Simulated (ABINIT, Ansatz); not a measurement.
# A GW run on Li2SnF6 (P-31m) in ABINIT, with inputs changed

What do changed inputs do to GW on Li2SnF6 (P-31m)?

Calculated with ABINIT 10.8.3; PBEsol and many-body steps on it, plane waves.

## 1. The starting structure

It takes space group P-31m (No. 162, trigonal). Conventional cell: a = 4.910 Å, b = 4.910 Å, c = 4.538 Å, α = 90.00°, β = 90.00°, γ = 120.00°. Li has 6 F at 1.99 Å nearest. Sn has 6 F at 1.99 Å nearest. Nearest to F lie 2 Li at 1.99 Å and 1 Sn at 1.99 Å. Farther neighbours and most contacts between anions are not listed.

The cell and positions are those that the Materials Project relaxed with its own functionals (PBE, PBE+U or r2SCAN), kept fixed.

## 2. Screening, 3×3×2 mesh, 93 bands, screening to 114.3 eV

This step: ABINIT 10.8.3; RPA screening on PBEsol, plane waves, norm-conserving pseudopotentials.

The RPA dielectric matrix is built and inverted for each q.

run.abi

```
acell 3*1.0 Angstrom
rprim 
  4.909513934494 -0.000000000024 0.000000000000
  -2.454756967227 4.251763787517 0.000000000000
  0.000000000000 0.000000000000 4.538039080000
ntypat 3
znucl 3 50 9
natom 9
typat 1 1 2 3 3 3 3 3 3
xred 
  0.666666666667 0.333333333333 0.500000000000
  0.333333333333 0.666666666667 0.500000000000
  0.000000000000 0.000000000000 0.000000000000
  0.329091060000 0.329091060000 0.255027190000
  0.670908940000 0.670908940000 0.744972810000
  0.670908940000 0.000000000000 0.255027190000
  0.329091060000 0.000000000000 0.744972810000
  0.000000000000 0.670908940000 0.255027190000
  0.000000000000 0.329091060000 0.744972810000
pp_dirpath "pseudos"
pseudos "Li.upf, Sn.upf, F.upf"
ecut 36
ngkpt 3 3 2
nshiftk 1
shiftk 0 0 0
kptopt 1
chksymbreak 0
istwfk *1
occopt 1
irdwfk 1
optdriver 3
nband 93
ecuteps 4.2
inclvkb 2
awtr 1
symchi 1
indata_prefix "in"
outdata_prefix "out"
tmpdata_prefix "tmp"
```

Started as:

```console
> OMP_NUM_THREADS=1 mpirun -n 4 abinit run.abi > log
```

Log:

```text
.Version 10.8.3 of ABINIT. v10.8.2 released Aug 2026.

 Symmetries : space group P-3 1 m (#162); Bravais hP (primitive hexag.)
[... echo of the input left out ...]
== DATASET  1 ==================================================================
-   mpi_nproc: 4, omp_nthreads: 1 (-1 if OMP is not activated)

--- !DatasetInfo
iteration_state: {dtset: 1, }
dimensions: {natom: 9, nkpt: 6, mband: 93, nsppol: 1, nspinor: 1, nspden: 1, mpw: 6636, }
cutoff_energies: {ecut:  36.0, pawecutdg:  -1.0, }
electrons: {nelect:   6.20000000E+01, charge:   0.00000000E+00, occopt:   1.00000000E+00, tsmear:   1.00000000E-02, }

 SCREENING: Calculation of the susceptibility and dielectric matrices

 Based on a program developped by R.W. Godby, V. Olevano, G. Onida, and L. Reining.
 Incorporated in ABINIT by V. Olevano, G.-M. Rignanese, and M. Torrent.
.Using double precision arithmetic ; gwpc =  8

[... cell and pseudopotentials left out ...]
--------------------------------------------------------------------------------

 ==== K-mesh for the wavefunctions ====
 Number of points in the irreducible wedge :     6
[... list of points left out ...]
 Together with 12 symmetry operations and time-reversal symmetry
 yields    18 points in the full Brillouin Zone.

 ==== Q-mesh for the screening function ====
 Number of points in the irreducible wedge :     6
[... list of points left out ...]
 Together with 12 symmetry operations and time-reversal symmetry
 yields    18 points in the full Brillouin Zone.

 setmesh: FFT mesh size selected  =    30x   30x   32
          total number of points  =        28800

 vcoul_init : cutoff-mode = AUXILIARY_FUNCTION
 q-points for optical limit:   1
     1)      0.000010    0.000020    0.000030

- screening: taking advantage of time-reversal symmetry
- Maximum band index for partially occupied states nbvw = 31
- Remaining bands to be divided among processors   nbcw = 62
- Number of bands treated by each node ~15

 Number of electrons calculated from density =   62.0000; Expected =   62.0000
 average of density, n =  0.096988
 r_s =    1.3502
 omega_plasma =   30.0411 [eV]

 calculating chi0 at frequencies [eV] :
  1    0.000000E+00    0.000000E+00
  2    0.000000E+00    3.004106E+01

--------------------------------------------------------------------------------
  q-point number  1        q = ( 0.000000, 0.000000, 0.000000) [r.l.u.]
--------------------------------------------------------------------------------
[... chi0 elements left out ...]
 For q-point:  0.000010 0.000020 0.000030
  dielectric constant =   2.2156
  dielectric constant without local fields =   2.3765

  Average fulfillment of the sum rule on Im[epsilon] for q-point    1 :     34.88  [%]
[... wings left out ...]
  q-point number  2        q = ( 0.333333, 0.000000, 0.000000) [r.l.u.]
--------------------------------------------------------------------------------
[... chi0 elements left out ...]
  Average fulfillment of the sum rule on Im[epsilon] for q-point    2 :     44.38  [%]

 [... 4 further q-points ...]
```

Wall time 59 s (4 MPI ranks of Arm Neoverse N1, shared host); peak memory 1.1 GiB; 3.9 min of CPU time.

This step gave:

| Property | Result |
| --- | --- |
| ε∞ with local fields, on this mesh, along the program's q direction | 2.216 |
| the same without local fields | 2.377 |
| plasma frequency | 30.04 eV |
| plane waves in the screening matrix | 253 |

Local fields lower ε∞ by 7 %. On a Γ-centred mesh this coarse the value itself is usually too large, while a short band sum pulls it down.

## 3. Base

The self-energy is evaluated for the states that the input lists, and the levels follow from it, in one-shot runs by the linearised quasiparticle equation.

This step: G0W0 on PBEsol, plane waves, norm-conserving pseudopotentials.

Edit run.abi of step 2 so:

```diff
@@ -30,8 +30,17 @@
 irdwfk 1
-optdriver 3
+optdriver 4
 nband 93
+gwcalctyp 0
+ecutsigx 36
+symsigma 1
+nkptgw 2
+kptgw 
+  0.3333333333 0.0000000000 0.0000000000
+  0.0000000000 0.0000000000 0.0000000000
+bdgw 
+  30 33
+  29 33
 ecuteps 4.2
-inclvkb 2
-awtr 1
-symchi 1
+irdscr 1
+ppmodel 1
 indata_prefix "in"
```

Log:

```text
.Version 10.8.3 of ABINIT. v10.8.2 released Aug 2026.

 Symmetries : space group P-3 1 m (#162); Bravais hP (primitive hexag.)
[... echo of the input left out ...]
== DATASET  1 ==================================================================
-   mpi_nproc: 4, omp_nthreads: 1 (-1 if OMP is not activated)

--- !DatasetInfo
iteration_state: {dtset: 1, }
dimensions: {natom: 9, nkpt: 6, mband: 93, nsppol: 1, nspinor: 1, nspden: 1, mpw: 6636, }
cutoff_energies: {ecut:  36.0, pawecutdg:  -1.0, }
electrons: {nelect:   6.20000000E+01, charge:   0.00000000E+00, occopt:   1.00000000E+00, tsmear:   1.00000000E-02, }

 SIGMA: Calculation of the GW corrections

 Based on a program developped by R.W. Godby, V. Olevano, G. Onida, and L. Reining.
 Incorporated in ABINIT by V. Olevano, G.-M. Rignanese, and M. Torrent.
.Using double precision arithmetic ; gwpc =  8

[... cell and pseudopotentials left out ...]
--------------------------------------------------------------------------------

 ==== K-mesh for the wavefunctions ====
 Number of points in the irreducible wedge :     6
[... list of points left out ...]
 Together with 12 symmetry operations and time-reversal symmetry
 yields    18 points in the full Brillouin Zone.

 ==== Q-mesh for screening function ====
 Number of points in the irreducible wedge :     6
[... list of points left out ...]
 Together with 12 symmetry operations and time-reversal symmetry
 yields    18 points in the full Brillouin Zone.

 vcoul_init : cutoff-mode = AUXILIARY_FUNCTION
 q-points for optical limit:   1
     1)      0.000010    0.000020    0.000030
 setmesh: FFT mesh size selected  =    45x   45x   48
          total number of points  =        97200

 Number of electrons calculated from density =   62.0000; Expected =   62.0000
 average of density, n =  0.096988
 r_s =    1.3502
 omega_plasma =   30.0411 [eV]

 === KS Band Gaps ===
  >>>> For spin  1
   Minimum direct gap =   5.2491 [eV], located at k-point      :   0.0000  0.0000  0.0000
   Fundamental gap    =   5.2291 [eV], Top of valence bands at :   0.3333  0.0000  0.0000
                                       Bottom of conduction at :   0.0000  0.0000  0.0000
 SIGMA fundamental parameters:
 PLASMON POLE MODEL  1
 number of plane-waves for SigmaX                 6587
 number of plane-waves for SigmaC and W            253
 number of plane-waves for wavefunctions          6587
 number of bands                                    93
 number of independent spin polarizations            1
 number of spinorial components                      1
 number of k-points in IBZ                           6
 number of q-points in IBZ                           6
 number of symmetry operations                      12
 number of k-points in BZ                           18
 number of q-points in BZ                           18
 number of frequencies for dSigma/dE                 9
 frequency step for dSigma/dE [eV]                0.25
 number of omega for Sigma on real axis              0
 max omega for Sigma on real axis  [eV]           0.00
 zcut for avoiding poles [eV]                     0.10

 EPSILON^-1 parameters (SCR file):
 dimension of the eps^-1 matrix on file            253
 dimension of the eps^-1 matrix used               253
 number of plane-waves for wavefunctions          6587
 number of bands                                    93
 number of q-points in IBZ                           6
 number of frequencies                               2
 number of real frequencies                          1
 number of imag frequencies                          1

 matrix elements of self-energy operator (all in [eV])

 Perturbative Calculation

--- !SelfEnergy_ee
iteration_state: {dtset: 1, }
kpoint     : [   0.333,    0.000,    0.000, ]
spin       : 1
KS_gap     :    6.037
QP_gap     :   10.322
Delta_QP_KS:    4.285
data: !SigmaeeData |
     Band     E0 <VxcDFT>   SigX SigC(E0)      Z dSigC/dE  Sig(E)    E-E0       E
       30  -0.842 -22.670 -30.547   5.497   0.813  -0.231 -24.604  -1.934  -2.776
       31  -0.698 -22.820 -30.754   5.561   0.812  -0.231 -24.747  -1.927  -2.625
       32   5.339 -18.184 -13.495  -1.951   0.861  -0.161 -15.826   2.358   7.697
       33   9.720 -14.006  -8.909  -2.617   0.872  -0.146 -11.843   2.163  11.883

--- !SelfEnergy_ee
iteration_state: {dtset: 1, }
kpoint     : [   0.000,    0.000,    0.000, ]
spin       : 1
KS_gap     :    5.249
QP_gap     :    9.264
Delta_QP_KS:    4.015
data: !SigmaeeData |
     Band     E0 <VxcDFT>   SigX SigC(E0)      Z dSigC/dE  Sig(E)    E-E0       E
       29  -0.854 -22.768 -30.553   5.440   0.813  -0.230 -24.674  -1.906  -2.760
       30  -0.854 -22.768 -30.553   5.440   0.813  -0.230 -24.674  -1.906  -2.760
       31  -0.718 -22.877 -30.733   5.514   0.812  -0.231 -24.780  -1.903  -2.621
       32   4.531 -16.624 -12.130  -2.063   0.869  -0.151 -14.512   2.112   6.643
       33  10.132 -12.029  -6.840  -2.878   0.882  -0.134  -9.991   2.039  12.171

== END DATASET(S) ==============================================================
================================================================================

 -outvars: echo values of variables after computation  --------
           etotal      0.0000000000E+00
            nband          93
             nkpt           6
          spgroup         162
 [... the other variables as echoed above ...]

 Calculation completed.
```

Wall time 16 s (4 MPI ranks); peak memory 0.88 GiB; 65 s of CPU time.

Numbers from this step:

| Quantity | Value |
| --- | --- |
| G0W0 gap on the points computed | 9.264 eV |
| starting gap on the mesh | 5.229 eV |
| k of the valence top | 0, 0, 0 |
| k of the conduction bottom | 0, 0, 0 |
| Z at the valence top | 0.812 |
| Z at the conduction bottom | 0.869 |
| least direct G0W0 gap on the computed points | 9.264 eV |

The gap on the mesh goes from 5.23 eV to 9.26 eV, a correction of +4.03 eV.

## 4. Fewer bands in the self-energy

Edit run.abi of step 3 so:

```diff
@@ -31,3 +31,3 @@
 optdriver 4
-nband 93
+nband 41
 gwcalctyp 0
```

Log:

```text
.Version 10.8.3 of ABINIT. v10.8.2 released Aug 2026.

 Symmetries : space group P-3 1 m (#162); Bravais hP (primitive hexag.)
[... echo of the input left out ...]
== DATASET  1 ==================================================================
-   mpi_nproc: 4, omp_nthreads: 1 (-1 if OMP is not activated)

--- !DatasetInfo
iteration_state: {dtset: 1, }
dimensions: {natom: 9, nkpt: 6, mband: 41, nsppol: 1, nspinor: 1, nspden: 1, mpw: 6636, }
cutoff_energies: {ecut:  36.0, pawecutdg:  -1.0, }
electrons: {nelect:   6.20000000E+01, charge:   0.00000000E+00, occopt:   1.00000000E+00, tsmear:   1.00000000E-02, }

 SIGMA: Calculation of the GW corrections

 Based on a program developped by R.W. Godby, V. Olevano, G. Onida, and L. Reining.
 Incorporated in ABINIT by V. Olevano, G.-M. Rignanese, and M. Torrent.
.Using double precision arithmetic ; gwpc =  8

[... cell and pseudopotentials left out ...]
--------------------------------------------------------------------------------

 ==== K-mesh for the wavefunctions ====
 Number of points in the irreducible wedge :     6
[... list of points left out ...]
 Together with 12 symmetry operations and time-reversal symmetry
 yields    18 points in the full Brillouin Zone.

 ==== Q-mesh for screening function ====
 Number of points in the irreducible wedge :     6
[... list of points left out ...]
 Together with 12 symmetry operations and time-reversal symmetry
 yields    18 points in the full Brillouin Zone.

 vcoul_init : cutoff-mode = AUXILIARY_FUNCTION
 q-points for optical limit:   1
     1)      0.000010    0.000020    0.000030
 setmesh: FFT mesh size selected  =    45x   45x   48
          total number of points  =        97200

 Number of electrons calculated from density =   62.0000; Expected =   62.0000
[...]
number of omega for Sigma on real axis              0
 max omega for Sigma on real axis  [eV]           0.00
 zcut for avoiding poles [eV]                     0.10

 EPSILON^-1 parameters (SCR file):
 dimension of the eps^-1 matrix on file            253
 dimension of the eps^-1 matrix used               253
 number of plane-waves for wavefunctions          6587
 number of bands                                    93
 number of q-points in IBZ                           6
 number of frequencies                               2
 number of real frequencies                          1
 number of imag frequencies                          1

 matrix elements of self-energy operator (all in [eV])

 Perturbative Calculation

--- !SelfEnergy_ee
iteration_state: {dtset: 1, }
kpoint     : [   0.333,    0.000,    0.000, ]
spin       : 1
KS_gap     :    6.037
QP_gap     :   10.483
Delta_QP_KS:    4.446
data: !SigmaeeData |
     Band     E0 <VxcDFT>   SigX SigC(E0)      Z dSigC/dE  Sig(E)    E-E0       E
       30  -0.842 -22.670 -30.547   5.975   0.818  -0.223 -24.226  -1.556  -2.398
       31  -0.698 -22.820 -30.754   6.049   0.818  -0.223 -24.361  -1.541  -2.239
       32   5.339 -18.184 -13.495  -1.349   0.870  -0.150 -15.279   2.905   8.244
[...]
--- !SelfEnergy_ee
iteration_state: {dtset: 1, }
kpoint     : [   0.000,    0.000,    0.000, ]
spin       : 1
KS_gap     :    5.249
QP_gap     :    9.399
Delta_QP_KS:    4.150
data: !SigmaeeData |
     Band     E0 <VxcDFT>   SigX SigC(E0)      Z dSigC/dE  Sig(E)    E-E0       E
[...]
32   4.531 -16.624 -12.130  -1.488   0.877  -0.141 -13.988   2.636   7.167
       33  10.132 -12.029  -6.840  -1.939   0.899  -0.112  -9.106   2.923  13.055

== END DATASET(S) ==============================================================
================================================================================

 -outvars: echo values of variables after computation  --------
           etotal      0.0000000000E+00
            nband          41
             nkpt           6
          spgroup         162
 [... the other variables as echoed above ...]

 Calculation completed.
```

The job ended after 11 s (4 MPI ranks; peak memory 0.84 GiB; 43 s of CPU time).

This step gave:

```yaml
g0w0_gap_on_the_points_computed: 9.399 eV
starting_gap_on_the_mesh: 5.229 eV
k_of_the_valence_top: 0, 0, 0
k_of_the_conduction_bottom: 0, 0, 0
z_at_the_valence_top: 0.818
z_at_the_conduction_bottom: 0.877
least_direct_g0w0_gap_on_the_computed_points: 9.399 eV
```

(Part 1 of 2 ends here.)

[Paths, hosts, dates, memory and timing lines, banners, echoed tables and standing remarks are left out of the program output.]

[Logs are printed without paths, hosts, clocks, repeated set-up lines and the standing remarks that a program may print on its own settings, such as how far it seeks lower states.]

[Runs of the session that timed out or met a known fault of the program may be left out.]

[No measured gap is set beside runs whose start may be inverted or whose files or cutoffs have a known fault.]

[Hosts, paths, dates, database ids (printed as entryN), source tags and the programs' standing remarks are cut or masked in the printed files.]

[G0W0 gaps are taken among the corrected bands and points alone; a level outside them can change the order at an edge.]

[Where Ansatz stands beside ABINIT at settings called matched, ABINIT's density can come from a denser mesh and the files from another edition; pairs whose starting gaps differed by over 0.03 eV were left out, so agreement reads better than it is.]
